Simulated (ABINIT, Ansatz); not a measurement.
Computed results, one entry a study.

## CdTe (F-43m): G0W0 with ABINIT, start to end

It takes space group F-43m (No. 216, cubic). Conventional cell: a = 6.480 Å, b = 6.480 Å, c = 6.480 Å, α = 90.00°, β = 90.00°, γ = 90.00°. Nearest to Cd lie 4 Te at 2.81 Å. Nearest to Te lie 4 Cd at 2.81 Å. Farther neighbours, and contacts between anions beyond the nearest, are not listed.

```yaml
method: RPA screening on PBE, plane waves, norm-conserving pseudopotentials (and 2 further levels or steps)
program: ABINIT 10.8.3
settings: cutoff 47 Ha, PseudoDojo scalar-relativistic 0.4 stringent, norm-conserving, ngkpt (4, 4, 4), nband 153, ecuteps 5.5 Ha, inclvkb 2, shiftk (0, 0, 0), symchi 1, awtr 1, frequency ppm, 4×4×4 k-mesh
cost: 5 runs, 5.9 min in all on 4 MPI ranks of Arm Neoverse V1, shared host
notes: The cell and positions come from the Crystallography Open Database and are kept as given unless a step says otherwise. Limits: mesh may overstate the screening; no spin-orbit coupling. The calculation has static nuclei and no excitons; a measured gap holds zero-point and thermal motion, which mostly lowers it. With atoms this heavy the missing spin-orbit coupling may be the largest error. The 4×4×4 mesh is coarse for this cell, which bears on the long-range parts of exchange and screening. The RPA ε∞ on this mesh reaches over 25; with a narrow direct gap a coarse mesh can overstate it, and the correction is then too small.
pbe_gap: 0.77 eV, direct
g0w0_gap_on_the_mesh: 1.53 eV
gw_settings: 4×4×4 mesh, 153 bands, screening to 149.7 eV, Godby-Needs plasmon pole
known_limits: short of the basis limit; mesh may overstate the screening; no spin-orbit coupling; coarse k mesh
```

G0W0 moves the gap on the mesh from 0.77 eV to 1.53 eV (+0.76 eV), with Z of 0.80 and 0.81 at the edges. Local fields lower the RPA ε∞ on this mesh from 27.05 to 25.83.

[Long decimals in the printed logs are rounded to 6 places.]

[Logs are printed without paths, hosts, clocks, repeated set-up lines and the standing remarks that a program may print on its own settings, such as how far it seeks lower states.]

[Paths, hosts, dates, memory and timing lines, banners, echoed tables and standing remarks are left out of the program output; an Ansatz launch command may be rebuilt from the run's recorded settings. Measured values are a selection of at most five: reports struck by readers or far from the other reports are left out. None is set beside runs whose start may be inverted or whose files or cutoffs have a known fault.]

[Runs of the session that timed out or met a known fault of the program may be left out.]

[Hosts, paths, dates, database ids (printed as entryN), source tags and the programs' standing remarks are cut or masked in the printed files.]

[G0W0 gaps are taken among the corrected bands and points alone; a level outside them can change the order at an edge.]

[Where Ansatz stands beside ABINIT at settings called matched, ABINIT's density can come from a denser mesh and the files from another edition; pairs whose starting gaps differed by over 0.03 eV were left out, so agreement reads better than it is.]
